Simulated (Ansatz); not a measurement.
# How KF (Carobbiite, Fm-3m) expands on warming

Aim: the lattice, expansion, heat capacity and bulk modulus of KF (Carobbiite) as it warms.

Experimental results on record:
- volume expansion coefficient 104.4 1e-6/K and heat capacity C_P per formula unit 49 J/mol/K near room temperature (given in “High-Throughput Prediction of Finite-Temperature Properties using the Quasi-Harmonic Approximation”, 2016, arXiv:1603.06924)
- volume expansion coefficient 95.1 1e-6/K near room temperature (given in “Descriptors for thermal expansion in solids”, 2017, arXiv:1701.03966)

Main program and level: Ansatz 0.2.0; DFT RPBE, scalar-relativistic, plane waves, PAW.

### Step 1. Starting point

Symmetry: Fm-3m, No. 225, cubic system. The conventional cell has a = 5.344 Å, b = 5.344 Å, c = 5.344 Å, α = 90.00°, β = 90.00°, γ = 90.00°. Nearest to K lie 6 F at 2.67 Å. F has 6 K at 2.67 Å nearest. Farther neighbours and most contacts between anions are not listed.

### Step 2. A first coarse run

Before spending time, one coarse run tells the gap and the pressure of the starting cell.

Contents of input.yaml:

```yaml
crystal:
  lattice:
    - [0.0, 2.67185, 2.67185]
    - [2.67185, 0.0, 2.67185]
    - [2.67185, 2.67185, 0.0]
  atoms:
    - { symbol: K, position: [0.0, 0.0, 0.0] }
    - { symbol: F, position: [0.5, 0.5, 0.5] }
kpoints:
  mp_grid: { grid: [6, 6, 6] }
hamiltonian:
  xc: rpbe
scf:
  occupations: { method: gaussian, width: 0.1 }
output:
  forces: true
  stress: true
  eigenvalues: true
```

Started as:

```
ansatz run input.yaml --threads 4 --pin off --max-ram 8192MiB --backend cpu --events-out ev --progress --plain --runs-dir out
```

Numbers of over 12 decimals in the logs are rounded to 6 here.

The program printed:

```text
Engine: ansatz 0.2.0, aarch64-unknown-linux-gnu
Pseudopotentials: kind: paw
Pseudopotential: K, paw, valence charge 9, recommended cutoff 420 eV (normal), K.paw.azcp
Pseudopotential: F, paw, valence charge 7, recommended cutoff 420 eV (normal), F.paw.azcp
Functional definition: RPBE
  parameter kappa = 0.804
  parameter beta = 0.066725
  exchange = rpbe_x(kappa = kappa, mu = beta*pi^2/3)
  correlation = pbe_c(beta = beta)
Crystal: 2 atoms, lattice volume = 38.148 Å³
Basis set: ecut = 420 eV, 725 PW (Γ), exchange–correlation on 54×54×54 points (8 copies of the dense FFT grid, shifted against one another)
Bands: 12, of which v1, the nominal top of the filled ones, is band 8 counted from 1 (7 counted from 0)
Symmetry: 48 space group operations
Space group: Fm-3m (ITA 225), of the structure as read, at distance tolerance 3.4e-5 Å
k-points: 16 of 216
Non-local potential: K, projectors of the file, l = 0: 3, l = 1: 2, l = 2: 2
Non-local potential: F, projectors of the file, l = 0: 2, l = 1: 2, l = 2: 1
PAW form: soft (Blöchl's): semilocal exchange-correlation on the pseudo side does not see the compensation charge
PAW frozen core: K, regenerated for the run's functional, and the local potential with it (the file was generated under x = pbe(κ = 0.804, μ = 0.219515), c = pbe(β = 0.066725))
PAW frozen core: F, regenerated for the run's functional, and the local potential with it (the file was generated under x = pbe(κ = 0.804, μ = 0.219515), c = pbe(β = 0.066725))
PAW one-centre angular grid: K, 110 points (default); XC on 64 Gauss nodes
PAW one-centre angular grid: F, 110 points (default); XC on 64 Gauss nodes
Initial density: superposition of atomic densities (neutral atoms: chi_scale 0, normalization atom), corrected by the library's trained network
Initial wavefunctions: pseudopotential atomic-orbital guess
Functional: x = rpbe, c = pbe(β = 0.066725)
SCF iter   1: F=—  HF=-2355.087399 eV  |F-HF|=—  |Δ(HF+E_count)|=         —  Δρ=5.64e-3  dr2=1.08e-2  ethr=1.77e-3  ⟨swp⟩=5.6  Hψ=1195  notcnv=0
preconditioner: auto → none  [insulator: Δε(μ)=6.607 eV  Ē_g=17.885 eV  σ=0.100 eV  W_gap=1.00  n_scr=14 (ndim 8)  ℏωp=22.5 eV  f_vac=0.122  D(μ)=0.00/eV (n_scr^D=0)  ε∞_Penn≈2.6]
SCF iter   2: F=—  HF=-2355.086514 eV  |F-HF|=—  |Δ(HF+E_count)|=   8.85e-4  Δρ=4.77e-3  dr2=4.21e-3  ethr=6.73e-5  ⟨swp⟩=2.0  Hψ=453  notcnv=0
SCF iter   3: F=—  HF=-2355.085370 eV  |F-HF|=—  |Δ(HF+E_count)|=   1.14e-3  Δρ=1.16e-3  dr2=2.21e-4  ethr=2.63e-5  ⟨swp⟩=2.0  Hψ=240  notcnv=0
SCF iter   4: F=—  HF=-2355.085407 eV  |F-HF|=—  |Δ(HF+E_count)|=   3.69e-5  Δρ=2.54e-4  dr2=2.15e-5  ethr=1.38e-6  ⟨swp⟩=2.0  Hψ=320  notcnv=0
SCF iter   5: F=—  HF=-2355.085386 eV  |F-HF|=—  |Δ(HF+E_count)|=   2.07e-5  Δρ=2.15e-5  dr2=1.01e-7  ethr=1.34e-7  ⟨swp⟩=2.0  Hψ=240  notcnv=0
SCF iter   6: F=-2355.085386 eV  HF=-2355.085386 eV  |F-HF|=1.25e-9  |Δ(HF+E_count)|=   6.50e-8  Δρ=5.74e-6  dr2=8.23e-9  ethr=6.25e-10  ⟨swp⟩=5.0  Hψ=913  notcnv=0
SCF 1 converged in 6 iterations: F = -2355.085386 eV  dr2 = 8.23e-9
  greatest PAW one-centre occupation: 0.988 electrons in one spin orbital (limit 2), on the K atom at site 0 (counted from 0), in its partial waves of l = 0
SCF converged after 6 iterations
Free energy (F): -2355.085386 eV
Harris-Foulkes:  -2355.085386 eV  (|F-HF|=1.25e-9)
Internal energy: -2355.085386 eV  (E = F + TS)
E sigma→0 (E₀):  -2355.085386 eV
Fermi energy:    4.947664 eV
--- Per-component energies (eV) ---
  E_band       = -122.851908
  E_kinetic    = 463.714440
  E_local      = -1111.743720  (includes V_loc(G=0)·N_el)
  E_nonlocal   = 84.089532
  E_hartree    = 402.352074
  E_xc         = -218.106268
  E_vxc        = -270.043877  (∫ρ·V_xc dr)
  E_paw        = -987.259471  (= ΣΔE_a)
  E_vpaw       = -93.572456  (= ΣTr[D̂ρ^β])
  E_aug_tail   = 0.002081  (compensation charges beyond the density's cutoff)
  E_ewald      = -988.061939
  E_core_change = -0.072114  (= ΣΔE_core)
  E_smearing   = -0.000000  (= −TS)
  E_closure    = -0.000000  (closes the sum)
  Σ components = -2355.085386   (vs F -2355.085386, Δ=0.00e0)
--- Forces (eV/Å), atoms counted from 1 ---
  atom   1  K     -0.00000000    -0.00000000    -0.00000000
  atom   2  F      0.00000000    -0.00000000     0.00000000
  max |Σ_I F_I| component: 4.75e-29 eV/Å
--- Stress (GPa, compression-positive) ---
        4.071221       0.000000       0.000000
        0.000000       4.071221      -0.000000
        0.000000       0.000000       4.071221
  P = ⅓ Tr σ = 4.0712 GPa (40.712 kbar)
--- Band table (eV; the first three rows and the last of 16) ---
  k-point 0: bands = [... 4 lower, -7.8249, 1.6894, 1.6894, 1.6894, 8.2043, 12.4713, 12.4713, 12.4713]
  k-point 1: bands = [... 4 lower, -7.8337, 1.4710, 1.6021, 1.6021, 8.9342, 12.1420, 12.8147, 12.8147]
  k-point 2: bands = [... 4 lower, -7.8511, 1.1000, 1.4333, 1.4333, 10.4536, 12.0108, 13.4920, 13.4920]
  k-point 15: bands = [... 4 lower, -7.9376, 1.3812, 1.5037, 1.5750, 10.8665, 12.5537, 12.7417, 15.1499]
```

Elapsed: 0.37 s, on 4 threads of Arm Neoverse V1, shared host; peak memory 0.26 GiB.

In the SCF lines HF is the Harris–Foulkes energy and dr2 the Hartree energy of the density residual, in eV; the loop may stop once dr2 is under the threshold and the program's other checks hold. Hψ counts applications of the Hamiltonian.

Numbers from this step:

| Property | Result |
| --- | --- |
| pressure | 4.071 GPa |
| gap on the k-mesh | 6.515 eV |
| volume per atom | 19.07 Å³ |

The start is under 4.1 GPa at this level and looks like an insulator or semiconductor on this mesh.

### Step 3. Relaxation

The vibrations must be taken about the equilibrium of this functional, not about the starting cell, so the structure is relaxed.

input.yaml, the sections that differ from step 2:

```yaml
kpoints:
  mp_grid: { grid: [8, 8, 8] }
scf:
  occupations: { method: gaussian, width: 0.02 }
relax:
  adjacent_minimum: "off"
  f_tol: 0.005
  max_steps: 80
  cell: { stress_tol: 0.05 }
# crystal, hamiltonian, output: as in step 2
```

The program printed:

```text
[...]
Crystal: 2 atoms, lattice volume = 38.148 Å³
Basis set: ecut = 420 eV, 725 PW (Γ), exchange–correlation on 54×54×54 points (8 copies of the dense FFT grid, shifted against one another)
Bands: 12, of which v1, the nominal top of the filled ones, is band 8 counted from 1 (7 counted from 0)
Symmetry: 48 space group operations
[...]
k-points: 29 of 512
[...]
SCF iter   1: F=—  HF=-2355.087457 eV  |F-HF|=—  |Δ(HF+E_count)|=         —  Δρ=5.67e-3  dr2=1.09e-2  ethr=1.77e-3  ⟨swp⟩=6.0  Hψ=2289  notcnv=0
[...]
SCF iter   6: F=-2355.085438 eV  HF=-2355.085438 eV  |F-HF|=9.00e-10  |Δ(HF+E_count)|=   5.72e-8  Δρ=6.09e-6  dr2=9.56e-9  ethr=6.25e-10  ⟨swp⟩=5.0  Hψ=1625  notcnv=0
SCF 1 converged in 6 iterations: F = -2355.085438 eV  dr2 = 9.56e-9
[...]
relax step   1: F+E_penalty+E_count = -2355.08543794 eV  Δ(F+E_penalty+E_count) = +0.000e0 eV  max|allowed force component| = 2.186e-29 eV/Å  Δτ_max = 0.0000 Å  P = +4.072 GPa  Ω = 38.148 Å³  (6 SCF iters, dr2 threshold 1.00e-7 eV, accepted)
Crystal: 2 atoms, lattice volume = 42.996 Å³
Basis set: ecut = 420 eV, 869 PW (Γ), exchange–correlation on 54×54×54 points (8 copies of the dense FFT grid, shifted against one another)
[...]
iter 1 solved again at ethr=2.51e-4 eV; its pass at ethr=3.10e-3 eV (dr2=4.02e-2 eV) is discarded
[...]
SCF iter   6: F=-2355.128292 eV  HF=-2355.128292 eV  |F-HF|=1.18e-8  |Δ(HF+E_count)|=   3.51e-6  Δρ=1.02e-5  dr2=3.22e-8  ethr=1.25e-9  ⟨swp⟩=6.5  Hψ=1734  notcnv=0
SCF 2 converged in 6 iterations: F = -2355.128292 eV  dr2 = 3.22e-8
relax step   2: F+E_penalty+E_count = -2355.12829246 eV  Δ(F+E_penalty+E_count) = -4.285e-2 eV  max|allowed force component| = 1.154e-29 eV/Å  Δτ_max = 0.0000 Å  P = -0.448 GPa  Ω = 42.996 Å³  energy of the carried Pulay correction = -7.309e-3 eV  (6 SCF iters, dr2 threshold 2.00e-7 eV, accepted)
Crystal: 2 atoms, lattice volume = 42.462 Å³
[...]
SCF iter   5: F=-2355.129854 eV  HF=-2355.129854 eV  |F-HF|=2.65e-8  |Δ(HF+E_count)|=   4.13e-7  Δρ=6.00e-6  dr2=8.46e-9  ethr=1.25e-9  ⟨swp⟩=5.0  Hψ=1491  notcnv=0
SCF 3 converged in 5 iterations: F = -2355.129854 eV  dr2 = 8.46e-9
relax step   3: F+E_penalty+E_count = -2355.12985387 eV  Δ(F+E_penalty+E_count) = -1.561e-3 eV  max|allowed force component| = 9.039e-30 eV/Å  Δτ_max = 0.0000 Å  P = -0.029 GPa  Ω = 42.462 Å³  energy of the carried Pulay correction = -6.546e-3 eV  (5 SCF iters, dr2 threshold 2.00e-7 eV, accepted)
[...]
relax step   4: F+E_penalty+E_count = -2355.14384246 eV  Δ(F+E_penalty+E_count) = -1.399e-2 eV  max|allowed force component| = 9.762e-30 eV/Å  Δτ_max = 0.0000 Å  P = +0.597 GPa  Ω = 42.462 Å³  stress off target by 5.97e-1 GPa  SCF on the basis re-selected at this cell (its energy is not comparable with the rows above)  (6 SCF iters)
[...]
relax step   5: F+E_penalty+E_count = -2355.14436849 eV  Δ(F+E_penalty+E_count) = -5.260e-4 eV  max|allowed force component| = 1.696e-29 eV/Å  Δτ_max = 0.0000 Å  P = +0.147 GPa  Ω = 43.219 Å³  energy of the carried Pulay correction = -1.217e-3 eV  (5 SCF iters, dr2 threshold 2.00e-7 eV, accepted)
[...]
relax step   6: F+E_penalty+E_count = -2355.14403541 eV  Δ(F+E_penalty+E_count) = +3.331e-4 eV  max|allowed force component| = 5.111e-30 eV/Å  Δτ_max = 0.0000 Å  P = +0.005 GPa  Ω = 43.471 Å³  energy of the carried Pulay correction = -1.670e-3 eV  (5 SCF iters, dr2 threshold 5.38e-8 eV, accepted)
[...]
SCF iter   6: F=-2355.145727 eV  HF=-2355.145727 eV  |F-HF|=2.87e-10  |Δ(HF+E_count)|=   2.69e-8  Δρ=3.06e-7  dr2=5.22e-12  ethr=1.00e-12  ⟨swp⟩=4.0  Hψ=1584  notcnv=0
SCF 7 converged in 6 iterations: F = -2355.145727 eV  dr2 = 5.22e-12
relax step   7: F+E_penalty+E_count = -2355.14572749 eV  Δ(F+E_penalty+E_count) = -1.692e-3 eV  max|allowed force component| = 1.509e-29 eV/Å  Δτ_max = 0.0000 Å  P = +0.029 GPa  Ω = 43.471 Å³  stress off target by 2.90e-2 GPa  SCF on the basis re-selected at this cell (its energy is not comparable with the rows above)  (6 SCF iters)
[...]
SCF converged after 6 iterations
Free energy (F): -2355.145727 eV
[...]
Internal energy: -2355.145727 eV  (E = F + TS)
E sigma→0 (E₀):  -2355.145727 eV
Fermi energy:    3.782595 eV
[...]
--- Stress (GPa, compression-positive) ---
        0.029002      -0.000000      -0.000000
       -0.000000       0.029002      -0.000000
       -0.000000      -0.000000       0.029002
  P = ⅓ Tr σ = 0.0290 GPa (0.290 kbar)
--- Band table (eV; the first three rows and the last of 29) ---
  k-point 0: bands = [... 4 lower, -9.1263, 0.8591, 0.8591, 0.8591, 6.7060, 11.2460, 11.2460, 11.2460]
  k-point 1: bands = [... 4 lower, -9.1304, 0.7505, 0.8220, 0.8220, 7.0853, 11.0346, 11.4197, 11.4197]
  k-point 2: bands = [... 4 lower, -9.1402, 0.5172, 0.7339, 0.7339, 8.0607, 10.7031, 11.8384, 11.8384]
  k-point 28: bands = [... 4 lower, -9.1919, 0.5537, 0.6814, 0.6814, 10.3477, 10.3477, 11.4408, 13.3537]
--- Relaxed structure (5 steps of the walk, 5 accepted, 2 SCFs on fresh bases) ---
  F+E_penalty+E_count = -2355.14572749 eV   max|allowed force component| = 1.509e-29 eV/Å   (the final SCF, on the basis selected at the relaxed cell)
  cell:  # Å, volume = 43.4715 Å³
    - [0, 2.790775, 2.790775]
    - [2.790775, 0, 2.790775]
    - [2.790775, 2.790775, 0]
  atoms:
    - { symbol: K, position: [0, 0, 0] }
    - { symbol: F, position: [0.5, 0.5, 0.5] }
```

It took 2.7 s on 4 threads; peak memory 0.3 GiB.

Step by step:

```
step  energy less that of the first step (eV)  largest force component (eV/Å)  pressure (GPa)  volume (Å³)
   1                                   0.0000                          0.0000            4.07        38.15
   2                                  -0.0429                          0.0000           -0.45        43.00
   3                                  -0.0444                          0.0000           -0.03        42.46
  4*                                  -0.0584                          0.0000            0.60        42.46
   5                                  -0.0589                          0.0000            0.15        43.22
   6                                  -0.0586                          0.0000            0.01        43.47
  7*                                  -0.0603                          0.0000            0.03        43.47
```

Relaxation steps marked * repeat the geometry before them on a plane-wave basis chosen anew for their cell, so energy and pressure can jump there.

The run keeps the 48 symmetry operations that it works with, so distortions that break them were not tested.

```
conventional cell, symmetrised  before  after   change
                         a (Å)   5.344  5.582   +4.5 %
                         b (Å)   5.344  5.582   +4.5 %
                         c (Å)   5.344  5.582   +4.5 %
              volume (Å³/atom)   19.07  21.74  +14.0 %
```

Final coordinates:

```xyz
2
Lattice="0.0000 2.7908 2.7908 2.7908 0.0000 2.7908 2.7908 2.7908 0.0000" Properties=species:S:1:pos:R:3 pbc="T T T"
K     0.0000    0.0000    0.0000
F     2.7908    2.7908    2.7908
```

Numbers from this step:

- pressure: 0.02900 GPa
- gap on the k-mesh: 5.847 eV
- volume per atom: 21.74 Å³

The relaxation ends with a pressure of 0.03 GPa.

(Part 1 of 3 ends here.)

[Logs are printed without paths, hosts, clocks, repeated set-up lines and the standing remarks that a program may print on its own settings, such as how far it seeks lower states.]

[Hosts, paths, dates, database ids (printed as entryN), source tags and the programs' standing remarks are cut or masked in the printed files.]

[A step with changed settings may run another functional than the one named; its input shows which.]

[Pressures of single members of a volume series are the stress at the run's cutoff; with an incomplete basis they can lie off −dE/dV of the same runs, and they are not shown converged.]
